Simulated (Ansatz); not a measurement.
In doubt: masses and optical values from hybrid runs of this build are listed as unsure (in some of the runs), which bears on the screening that GW takes from such a start.

MgH2 (P4_2/mnm), computed twice by G0W0.

It takes space group P4_2/mnm (No. 136, tetragonal). The conventional cell has a = 4.517 Å, b = 4.517 Å, c = 3.021 Å, α = 90.00°, β = 90.00°, γ = 90.00°. Nearest to Mg lie 6 H at 1.95 Å. Nearest to H lie 3 Mg at 1.95 Å. Farther neighbours are not listed.

```xyz
6
Lattice="4.5168 0.0000 0.0000 0.0000 4.5168 0.0000 0.0000 0.0000 3.0205" Properties=species:S:1:pos:R:3 pbc="T T T"
Mg    0.0000    0.0000    0.0000
Mg    2.2584    2.2584    1.5103
H     1.3821    1.3821    0.0000
H     0.8763    3.6405    1.5103
H     3.1347    3.1347    0.0000
H     3.6405    0.8763    1.5103
```

The cell and positions come from the Crystallography Open Database and are kept as given unless a step says otherwise. PAW set soft_2, made with PBE.

The first (Ansatz 0.2.0; start HSE06, 4×4×6 mesh, 183 empty bands, screening to 120 eV; 1 × NVIDIA H100 80GB HBM3 (shared by 6 runs) with 3 threads of AMD EPYC 7R13 (Zen 3), shared host) gave, on its mesh: starting gap 5.03 eV, G0W0 gap 6.54 eV, RPA ε∞ (mean) 3.11, 47 s.

The second gave: starting gap 3.91 eV, G0W0 gap 5.91 eV, RPA ε∞ (mean) 3.66, 19 s.

Q: What was changed in the input? Choose among start, files, mesh, bands and cutoff, frequency model or another key.

Changed: start from HSE06 to PBE and frequency model from contour deformation to plasmon pole. A jump of this size in the start, with ε∞ moving the other way, marks another functional. Other changes could give like numbers; this is the one that was made.

Limits: not at the basis limit.

[Paths, hosts, dates, memory and timing lines, banners, echoed tables and standing remarks are left out of the program output.]

[Logs are printed without paths, hosts, clocks, repeated set-up lines and the standing remarks that a program may print on its own settings, such as how far it seeks lower states.]

[Runs of the session that timed out or met a known fault of the program may be left out.]

[Cells called generated may have been cut or substituted from an entry of the Crystallography Open Database or the Materials Project.]

[Hosts, paths, dates, database ids (printed as entryN), source tags and the programs' standing remarks are cut or masked in the printed files.]
